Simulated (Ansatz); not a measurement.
## How many bands does the GW gap of KBr (Fm-3m) need?

How do accuracy and time trade against each other in G0W0 on KBr (Fm-3m)?

Method: G0W0 on PBE, plane waves, PAW, in Ansatz 0.2.0.

Report form: the programs' logs are mostly left out.

## (1) The starting structure

Symmetry: Fm-3m, No. 225, cubic system. The conventional cell has a = 6.600 Å, b = 6.600 Å, c = 6.600 Å, α = 90.00°, β = 90.00°, γ = 90.00°. Nearest to K lie 6 Br at 3.30 Å. Nearest to Br lie 6 K at 3.30 Å. Farther neighbours and most contacts between anions are not listed.

Structure file:

```cif
data_structure
_symmetry_space_group_name_H-M 'P 1'
_symmetry_Int_Tables_number 1
_cell_length_a 4.6669
_cell_length_b 4.6669
_cell_length_c 4.6669
_cell_angle_alpha 60.000
_cell_angle_beta 60.000
_cell_angle_gamma 60.000
_cell_volume 71.87
loop_
_atom_site_label
_atom_site_type_symbol
_atom_site_fract_x
_atom_site_fract_y
_atom_site_fract_z
_atom_site_occupancy
K1 K 0.00000 0.00000 0.00000 1
Br2 Br 0.50000 0.50000 0.50000 1
```

The cell and positions come from the Crystallography Open Database and are kept as given unless a step says otherwise. The default PAW set here is soft_2. Its files were made with PBE.

## (2) 75 empty bands, screening to 60 eV

Now the one-shot GW correction: screening in the RPA, then the self-energy of the levels asked for.

Input file input.yaml:

```yaml
crystal:
  lattice:
    - [0.0, 3.3, 3.3]
    - [3.3, 0.0, 3.3]
    - [3.3, 3.3, 0.0]
  atoms:
    - { symbol: K, position: [0.0, 0.0, 0.0] }
    - { symbol: Br, position: [0.5, 0.5, 0.5] }
kpoints:
  mp_grid: { grid: [4, 4, 4] }
hamiltonian:
  xc: pbe
scf:
  occupations: { method: fixed }
gw:
  n_empty_bands: 75
  ecut_chi: 60
  qp_bands: [v2, c2]
  qp_kpoints: band_edges
  screening: { model: contour_deformation }
```

Launch:

```
ansatz run input.yaml --threads 3 --pin off --max-ram 92160MiB --backend cuda --events-out ev --progress --plain --runs-dir out --devices 1 --max-vram 13GiB
```

Elapsed: 7.4 s, on 1 × NVIDIA H100 80GB HBM3 (shared by 6 runs) with 3 threads of AMD EPYC 7R13 (Zen 3), shared host; peak memory 0.98 GiB.

Numbers from this step:

```
bands summed                                 : 83
RPA ε∞ on this mesh (eigenvalues)            : 2.372, 2.372, 2.372
plane waves in the screening matrix          : 65
q-points in the mesh                         : 64
G0W0 gap on the mesh                         : 6.659 eV
k of the valence top                         : 0, 0, 0
k of the conduction bottom                   : 0, 0, 0
starting gap on the mesh                     : 4.435 eV
Z at the valence top                         : 0.8083
Z at the conduction bottom                   : 0.8604
least direct G0W0 gap on the computed points : 6.659 eV
```

The gap on the mesh goes from 4.44 eV to 6.66 eV, a correction of +2.22 eV. Between the two edge states, bare exchange in place of the xc potential would open the gap by 7.49 eV, and correlation takes back 5.27 eV.

## (3) 214 empty bands, screening to 120 eV

Another rung: the empty bands reach about as high as the screening cutoff, so the two stay in balance.

Edit input.yaml of step 2 so:

```diff
@@ -15,4 +15,4 @@
 gw:
-  n_empty_bands: 75
-  ecut_chi: 60
+  n_empty_bands: 214
+  ecut_chi: 120
   qp_bands: [v2, c2]
```

Run time: 12 s. Hardware: 1 × NVIDIA H100 80GB HBM3 (shared by 6 runs) with 3 threads; peak memory 1.1 GiB; 9 s of CPU time.

This step gave:

```yaml
bands_summed: 222
rpa_eps_infinity_on_this_mesh_eigenvalues: 2.365, 2.365, 2.365
plane_waves_in_the_screening_matrix: 181
q_points_in_the_mesh: 64
g0w0_gap_on_the_mesh: 6.932 eV
k_of_the_valence_top: 0, 0, 0
k_of_the_conduction_bottom: 0, 0, 0
starting_gap_on_the_mesh: 4.435 eV
z_at_the_valence_top: 0.8032
z_at_the_conduction_bottom: 0.8596
least_direct_g0w0_gap_on_the_computed_points: 6.932 eV
```

Against the run with 4×4×4 mesh, 75 empty bands, screening to 60 eV, the gap moves by +0.27 eV.

## (4) 461 empty bands, screening to 200 eV

Edit input.yaml of step 3 so:

```diff
@@ -15,4 +15,4 @@
 gw:
-  n_empty_bands: 214
-  ecut_chi: 120
+  n_empty_bands: 461
+  ecut_chi: 200.0
   qp_bands: [v2, c2]
```

Elapsed: 17 s, on 1 × NVIDIA H100 80GB HBM3 (shared by 6 runs) with 3 threads; peak memory 1.4 GiB.

This step gave:

```yaml
bands_summed: 469
rpa_eps_infinity_on_this_mesh_eigenvalues: 2.364, 2.364, 2.364
plane_waves_in_the_screening_matrix: 459
g0w0_gap_on_the_mesh: 7.050 eV
k_of_the_valence_top: 0, 0, 0
k_of_the_conduction_bottom: 0, 0, 0
starting_gap_on_the_mesh: 4.435 eV
least_direct_g0w0_gap_on_the_computed_points: 7.050 eV
```

Against the run with 4×4×4 mesh, 214 empty bands, screening to 120 eV, the gap moves by +0.12 eV.

## (5) Changing the frequency model: 4×4×4 mesh, 214 empty bands, screening to 120 eV, plasmon pole

A plasmon pole stands in for the full frequency dependence of the screening; this run shows what that costs in accuracy. Bands and cutoff differ from the step before, so it is read against an earlier run that matches them.

input.yaml, the sections that differ from step 4:

```yaml
gw:
  n_empty_bands: 214
  ecut_chi: 120
  qp_bands: [v2, c2]
  qp_kpoints: band_edges
  screening: { model: godby_needs }
# crystal, kpoints, hamiltonian, scf: as in step 4
```

It took 13 s on 1 × NVIDIA H100 80GB HBM3 (shared by 6 runs) with 3 threads; peak memory 1.2 GiB.

Numbers from this step:

- bands summed: 222
- plasmon-pole fit frequency: 17.52 eV
- RPA ε∞ on this mesh (eigenvalues): 2.365, 2.365, 2.365
- plane waves in the screening matrix: 181
- G0W0 gap on the mesh: 6.936 eV
- k of the valence top: 0, 0, 0
- k of the conduction bottom: 0, 0, 0
- starting gap on the mesh: 4.435 eV
- least direct G0W0 gap on the computed points: 6.936 eV

Against the run with 4×4×4 mesh, 214 empty bands, screening to 120 eV, the gap moves by +0.004 eV.

## (6) Changing the files: 4×4×4 mesh, 214 empty bands, screening to 120 eV, hard PAW files

Other atomic data (hard PAW) test the pseudisation: the cutoff goes from 420 to 680 eV and the valence electrons from 16 to 26, which opens shells that were frozen.

Edit input.yaml of step 5 so:

```diff
@@ -12,2 +12,3 @@
   xc: pbe
+  pseudopotentials: { kind: paw, source: ansatz }
 scf:
@@ -19,2 +20,2 @@
   qp_kpoints: band_edges
-  screening: { model: godby_needs }
+  screening: { model: contour_deformation }
```

It took 14 s on 1 × NVIDIA H100 80GB HBM3 (shared by 6 runs) with 3 threads; peak memory 1.2 GiB.

Numbers from this step:

```
bands summed                                 : 227
RPA ε∞ on this mesh (eigenvalues)            : 2.365, 2.365, 2.365
plane waves in the screening matrix          : 181
G0W0 gap on the mesh                         : 6.919 eV
k of the valence top                         : 0, 0, 0
k of the conduction bottom                   : 0, 0, 0
starting gap on the mesh                     : 4.435 eV
least direct G0W0 gap on the computed points : 6.919 eV
```

Against the run with 4×4×4 mesh, 214 empty bands, screening to 120 eV, the gap moves by −0.013 eV.

## (7) The runs together

Times are wall times on 1 × NVIDIA H100 80GB HBM3 (shared by 6 runs) with 3 threads of AMD EPYC 7R13 (Zen 3), shared host, good to a factor of about two.

```tsv
mesh	files	frequency	bands summed	cutoff (eV)	start (eV)	G0W0 (eV)	time	host memory (GiB)
4×4×4	default PAW	contour deformation	83	60	4.435	6.659	7.4 s	0.98
4×4×4	default PAW	contour deformation	222	120	4.435	6.932	12 s	1.1
4×4×4	default PAW	contour deformation	469	200	4.435	7.050	17 s	1.4
4×4×4	default PAW	plasmon pole	222	120	4.435	6.936	13 s	1.2
4×4×4	hard PAW	contour deformation	227	120	4.435	6.919	14 s	1.2
```

The parts of the quasiparticle energy at the two band edges (eV; QP = start + Σx + Σc − Vxc):

```tsv
run	edge	start	Σx	Σc	Vxc	Z	QP
83 bands	valence top	1.07	-19.47	2.36	-15.57	0.81	-0.47
83 bands	conduction bottom	5.50	-4.27	-2.91	-7.86	0.86	6.19
222 bands	valence top	1.07	-19.47	2.01	-15.57	0.80	-0.81
222 bands	conduction bottom	5.50	-4.27	-2.98	-7.86	0.86	6.12
469 bands	valence top	1.07	-19.47	1.85	-15.57	0.80	-0.98
469 bands	conduction bottom	5.50	-4.27	-3.03	-7.86	0.86	6.07
```

## (8) Results

- 83 bands, 60 eV: 6.659 eV
- 222 bands, 120 eV: 6.932 eV
- 469 bands, 200 eV: 7.050 eV
- estimated limit in bands and cutoff: 7.16 eV
- mesh and start: 4×4×4, PBE

What this shows: A line in one over the bands through the two highest rungs gives 7.16 eV, +0.11 eV from the top rung; the pair below gives 7.09 eV, so the estimate is still climbing. The rungs stand 0.50 eV (83 bands), 0.22 eV (222 bands) and 0.11 eV (469 bands) from it. From 83 to 469 bands the gap moves by +0.39 eV while the time grows 2.4-fold. Σc changes by −0.51 eV at the valence top and −0.12 eV at the conduction bottom, so the valence edge carries most of the change. The plasmon-pole model gives +0.004 eV against contour deformation, 0 % of the correction, and saved no time in this program. Hard PAW files move the gap by −0.01 eV at equal bands and cutoff, −0.001 eV of it in the start. The many-body steps are scalar-relativistic: spin-orbit coupling is not in them.

[Paths, hosts, dates, memory and timing lines, banners, echoed tables and standing remarks are left out of the program output.]

[Logs are printed without paths, hosts, clocks, repeated set-up lines and the standing remarks that a program may print on its own settings, such as how far it seeks lower states.]

[Runs of the session that timed out or met a known fault of the program may be left out.]

[Cells called generated may have been cut or substituted from an entry of the Crystallography Open Database or the Materials Project.]

[Hosts, paths, dates, database ids (printed as entryN), source tags and the programs' standing remarks are cut or masked in the printed files.]
